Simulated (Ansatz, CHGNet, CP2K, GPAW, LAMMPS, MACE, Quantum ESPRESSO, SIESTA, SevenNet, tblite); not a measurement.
# Which run comes nearest? Glassy 77Na2O-23TiO2 (mol %) (66 atoms)

Density of this cell: 3.07 g/cm³. The cell holds 66 atoms: 34 Na, 5 Ti and 27 O. Its edges and angles: a = 9.229 Å, b = 9.229 Å, c = 9.229 Å, α = 90.0°, β = 90.0°, γ = 90.0°. 66 atoms (34 Na, 5 Ti, 27 O) placed at random at 3.15 g/cm³, melted at 4000 K for 10 ps at fixed volume with the Morse and Coulomb pair potential with partial charges (Pedone, Malavasi, Menziani, Cormack and Segre, J. Phys. Chem. B 110, 11780 (2006)). Quenched from 4000 K to 300 K at 10 K/ps and fixed volume, held 10 ps at zero pressure.

Geometry: as built.

The reference, a calculation:

```
method                                           : Kohn-Sham DFT, PBE, SSSP efficiency 1.3.0 pseudopotentials, plane waves (Quantum ESPRESSO 7.5); sssp-pbe-1.3.0-efficiency, cutoffs 60/480 Ry, Γ point
r.m.s. force component                           : 0.6926 eV/Å
longest force                                    : 3.616 eV/Å
pressure                                         : 7.694 GPa
gap (highest filled to lowest empty level) : 2.301 eV
time                                             : 3.9 min on 2 MPI ranks of Arm Neoverse V1, shared host
CPU time                                         : 7.9 min
```

Q: Estimate the differences from the reference, the CPU time and the memory of each run.
- tblite GFN1-xTB (tblite 0.8.0; 1 thread)
- QE PBE+D3(BJ), sssp-1.3.0-efficiency, 60/480 Ry (Quantum ESPRESSO 7.5; 2 MPI ranks)
- CP2K PBE, DZVP-UZH, 1200/60 Ry, OT DIIS (CP2K 2026.2; 4 MPI ranks)
- SevenNet l3i5 potential (SevenNet l3i5; 1 thread)
- SIESTA PBE, DZP, shift 0.01 Ry, mesh 150 Ry (SIESTA 5.4.2; 1 thread)
- SIESTA PBE, SZ, shift 0.01 Ry, mesh 500 Ry (SIESTA 5.4.2; 1 thread)
- SIESTA PBE, DZP, shift 0.01 Ry, mesh 500 Ry (SIESTA 5.4.2; 2 MPI ranks)
- QE PBE, gbrv-1.5, 40/200 Ry (Quantum ESPRESSO 7.5; 2 MPI ranks)
- MACE MP-0b3 medium potential (MACE MP-0b3 medium; 1 thread)
- CP2K PBE, DZVP-MOLOPT-SR, 1200/60 Ry, OT DIIS (CP2K 2026.2; 4 MPI ranks)

Differences are against the plane-wave reference, forces as r.m.s. over components; share is that over the reference's r.m.s. force, slope the least-squares factor from reference forces to these. Total energies of different programs have different zeros and aren't compared.

```csv
run,"Δ force, r.m.s. (meV/Å)",share (%),slope,Δ pressure (GPa),Δ gap (eV),cores,CPU time,memory (GiB)
reference,-,-,-,-,-,2,7.9 min,2.1
tblite GFN1-xTB,1785,258,0.946,16.8,-,1,4.7 s,0.1
"QE PBE+D3(BJ), sssp-1.3.0-efficiency, 60/480 Ry",2.48,0.359,0.999,-3.57,0,2,7.7 min,2.1
"CP2K PBE, DZVP-UZH, 1200/60 Ry, OT DIIS",138,19.9,1.073,1.13,-0.116,4,29 min,4.5
SevenNet l3i5 potential,82.4,11.9,1.032,-0.329,-,1,12 s,1.4
"SIESTA PBE, DZP, shift 0.01 Ry, mesh 150 Ry (coarse)",131,18.9,1.131,-1.56,-0.123,1,87 s,0.49
"SIESTA PBE, SZ, shift 0.01 Ry, mesh 500 Ry (coarse)",191,27.5,0.974,-5.85,-1.45,1,2.2 min,0.73
"SIESTA PBE, DZP, shift 0.01 Ry, mesh 500 Ry",133,19.2,1.140,-1.76,-0.122,2,6.9 min,1.9
"QE PBE, gbrv-1.5, 40/200 Ry",13.2,1.90,1.014,0.362,0.0124,2,3.6 min,0.78
MACE MP-0b3 medium potential,98.7,14.3,1.039,-0.721,-,1,9.3 s,0.99
"CP2K PBE, DZVP-MOLOPT-SR, 1200/60 Ry, OT DIIS",127,18.3,1.050,-0.596,-0.0708,4,23 min,4.4
```

Rows marked coarse were listed beforehand as settings not expected to be converged; some can still land near the reference.

Times of the machine-learned potentials are mostly Python's start and the loading of weights.

CPU time is summed over cores on a shared host, where runs went side by side, so it is rough. Symmetry, cutoffs, thresholds, outputs and thread counts weren't matched or tuned between programs; memory under MPI is the largest rank's times the ranks.

PBE on plane waves or a grid with other potentials, cutoffs or grids, coarse settings apart, differs from the reference by 1.9 % (QE PBE, gbrv-1.5, 40/200 Ry) of the r.m.s. force; this holds the reference's own error, so differences of a few per cent don't tell which side is nearer the exact PBE result. The PBE runs in local orbitals, coarse settings apart, differ by 18 % (CP2K PBE, DZVP-MOLOPT-SR, 1200/60 Ry, OT DIIS) to 20 % (CP2K PBE, DZVP-UZH, 1200/60 Ry, OT DIIS); basis, grid and potentials can all enter. Tight binding differs by 258 % (tblite GFN1-xTB); it is another model, with fitted parameters of its own, and the xTB methods hold dispersion. Machine-learned potentials differ by 12 % (SevenNet l3i5 potential) to 14 % (MACE MP-0b3 medium potential); they were trained on other programs' data. Periodic xTB results under one method name differ between programs and library versions. Machine-learned potentials mimic data converged in k, so the reference's own k-point error enters their differences. The network of bonds at the start is that of the classical potential that made the cell, and needn't be the one that DFT or experiment would give. The electronic-structure runs sample only Γ, in a cell whose shortest periodic width is 9 Å.

[Logs are printed without paths, hosts, clocks, repeated set-up lines and the standing remarks that a program may print on its own settings, such as how far it seeks lower states.]

[Hosts, paths, dates, database ids (printed as entryN), source tags and the programs' standing remarks are cut or masked in the printed files.]
